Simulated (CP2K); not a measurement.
The N K edge of 2-methylpyrrole was computed by TDDFT (CP2K XAS_TDP, aug-cc-pVDZ, TDA) at these levels: PBE0, PBEh(45%) and PBEh(45%) + GW2X. The first three lines of N6 (bonded to 2 C and H) with a strength over 0.0015, energy in eV and strength:

| run | first | second | third |
| --- | --- | --- | --- |
| 1 | 391.24 (0.025) | 391.37 (0.007) | 394.40 (0.003) |
| 2 | 398.32 (0.033) | 398.91 (0.015) | 400.73 (0.002) |
| 3 | 403.09 (0.032) | 403.68 (0.015) | 405.50 (0.002) |

Which run is which?

Run 1: PBE0 (25 % exact exchange). Run 2: PBEh(45%) (45 % exact exchange). Run 3: PBEh(45%) + GW2X (45 % exact exchange). Self-interaction lifts the core level, so the uncorrected lines rise with the share of exact exchange. The GW2X run keeps the spacings of its parent: 0.59 eV between the first two lines in run 3, 0.59 eV in run 2. Its shift is +4.77 eV, since the Kohn–Sham level at this share of exchange lies that far above the quasiparticle level.

[Hosts, paths, dates, database ids (printed as entryN), source tags and the programs' standing remarks are cut or masked in the printed files.]
